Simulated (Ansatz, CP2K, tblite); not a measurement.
**Other levels on H4C6Br2O (P2_1/c) (104 atoms)**

The cell holds 104 atoms: 32 H, 48 C, 16 Br and 8 O. Its edges and angles: a = 11.169 Å, b = 8.413 Å, c = 14.911 Å, α = 90.0°, β = 91.1°, γ = 90.0°. It derives from H4C6Br2O (P2_1/c), repeated 1×2×1. H4C6Br2O, space group P2_1/c, structure from the Crystallography Open Database, 1 x 2 x 1 conventional cells; every coordinate displaced by a Gaussian of 0.01 Å; bonds to H set to neutron lengths (C-H 1.089, N-H 1.015, O-H 0.983, B-H 1.19 Å) where the listed ones are shorter. Then every atom was moved at random, 0.03 Å r.m.s. a Cartesian component (hydrogen 0.6 of that).

Geometry: as built.

The reference, a calculation:

| Quantity | Value |
| --- | --- |
| method | Kohn-Sham DFT, PBE, PAW, plane waves (Ansatz 0.2.0); cutoff 420 eV, Γ point, fermi-dirac smearing of 0.05 eV; PAW set soft_2 |
| r.m.s. force component | 1.508 eV/Å |
| longest force | 7.72 eV/Å |
| pressure | 2.85 GPa |
| gap (highest filled to lowest empty level) | 3.383 eV |
| SCF cycles | 9 |
| time | 14 s on 4 threads of Arm Neoverse V2, shared host |
| CPU time | 52 s |

Q: Estimate the differences from the reference, the CPU time and the memory of each run.
- CP2K PBE, DZVP-MOLOPT-SR, 300/50 Ry, OT CG (CP2K 2026.2; 2 threads)
- CP2K PBE+D3, DZVP-MOLOPT-SR, 600/50 Ry, OT CG (CP2K 2026.2; 4 MPI ranks)
- CP2K PBE, SZV-MOLOPT-SR, 600/50 Ry, SIGN filter 1e-07, SCF 1e-07 (CP2K 2026.2; 1 thread)
- CP2K PBE, DZVP-MOLOPT-SR, 600/50 Ry, OT CG (CP2K 2026.2; 4 MPI ranks)
- CP2K PBE, SZV-MOLOPT-SR, 600/50 Ry, OT CG (CP2K 2026.2; 2 threads)
- CP2K PBE, SZV-MOLOPT-SR, 600/50 Ry, SIGN filter 1e-06, SCF 1e-06 (CP2K 2026.2; 1 thread)
- CP2K PBE, SZV-MOLOPT-SR, 600/50 Ry, SIGN filter 1e-05, SCF 1e-06 (CP2K 2026.2; 1 thread)
- CP2K GFN1-xTB, OT DIIS (CP2K 2026.2; 1 thread)
- CP2K PBEsol, PBE potentials, DZVP-MOLOPT-SR, 600/50 Ry, OT CG (CP2K 2026.2; 4 MPI ranks)

Differences are against the plane-wave reference, forces as r.m.s. over components; share is that over the reference's r.m.s. force, slope the least-squares factor from reference forces to these. Total energies of different programs have different zeros and aren't compared.

| run | Δ force, r.m.s. (meV/Å) | share (%) | slope | Δ pressure (GPa) | Δ gap (eV) | cores | CPU time | memory (GiB) |
| --- | --- | --- | --- | --- | --- | --- | --- | --- |
| reference | - | - | - | - | - | 4 | 52 s | 1.5 |
| CP2K PBE, DZVP-MOLOPT-SR, 300/50 Ry, OT CG (coarse) | 147 | 9.76 | 1.010 | 0.724 | 0.0639 | 2 | 12 min | 0.88 |
| CP2K PBE+D3, DZVP-MOLOPT-SR, 600/50 Ry, OT CG | 151 | 10.0 | 1.012 | -0.196 | 0.0641 | 4 | 16 min | 3.1 |
| CP2K PBE, SZV-MOLOPT-SR, 600/50 Ry, SIGN filter 1e-07, SCF 1e-07 (coarse) | 1091 | 72.3 | 1.257 | 7.40 | - | 1 | 2.8 min | 1.8 |
| CP2K PBE, DZVP-MOLOPT-SR, 600/50 Ry, OT CG | 139 | 9.24 | 1.011 | 0.707 | 0.0641 | 4 | 16 min | 3.0 |
| CP2K PBE, SZV-MOLOPT-SR, 600/50 Ry, OT CG (coarse) | 1093 | 72.5 | 1.257 | 7.39 | 0.708 | 2 | 8.8 min | 1.9 |
| CP2K PBE, SZV-MOLOPT-SR, 600/50 Ry, SIGN filter 1e-06, SCF 1e-06 (coarse) | 1088 | 72.2 | 1.258 | 7.43 | - | 1 | 2.1 min | 1.8 |
| CP2K PBE, SZV-MOLOPT-SR, 600/50 Ry, SIGN filter 1e-05, SCF 1e-06 (coarse) | 1088 | 72.2 | 1.258 | 7.43 | - | 1 | 2 min | 1.8 |
| CP2K GFN1-xTB, OT DIIS | 228 | 15.1 | 0.984 | -2.79 | - | 1 | 3.8 s | 0.32 |
| CP2K PBEsol, PBE potentials, DZVP-MOLOPT-SR, 600/50 Ry, OT CG | 141 | 9.33 | 1.032 | -0.0479 | 0.0421 | 4 | 16 min | 3.0 |

Rows marked coarse were listed beforehand as settings not expected to be converged; some can still land near the reference.

CPU time is summed over cores on a shared host, where runs went side by side, so it is rough. Symmetry, cutoffs, thresholds, outputs and thread counts weren't matched or tuned between programs; memory under MPI is the largest rank's times the ranks.

The PBE run in local orbitals, coarse settings apart, differs by 9.2 % (CP2K PBE, DZVP-MOLOPT-SR, 600/50 Ry, OT CG); basis, grid and potentials can all enter. Tight binding differs by 15 % (CP2K GFN1-xTB, OT DIIS); it is another model, with fitted parameters of its own, and the xTB methods hold dispersion. Rows with another functional or a dispersion term differ by 9.3 % (CP2K PBEsol, PBE potentials, DZVP-MOLOPT-SR, 600/50 Ry, OT CG) to 10 % (CP2K PBE+D3, DZVP-MOLOPT-SR, 600/50 Ry, OT CG), which mixes the change of model with differences of basis and potentials, some of them made for another functional. Runs with settings chosen to be coarse differ by 9.8 % (CP2K PBE, DZVP-MOLOPT-SR, 300/50 Ry, OT CG) to 72 % (CP2K PBE, SZV-MOLOPT-SR, 600/50 Ry, OT CG), their programs' other errors included. Periodic xTB results under one method name differ between programs and library versions. The published positions, changed by the recipe (random displacements or longer bonds to H), lie far from the minimum at this level of theory. The electronic-structure runs sample only Γ, in a cell whose shortest periodic width is 8 Å.

[Hosts, paths, dates, database ids (printed as entryN), source tags and the programs' standing remarks are cut or masked in the printed files.]
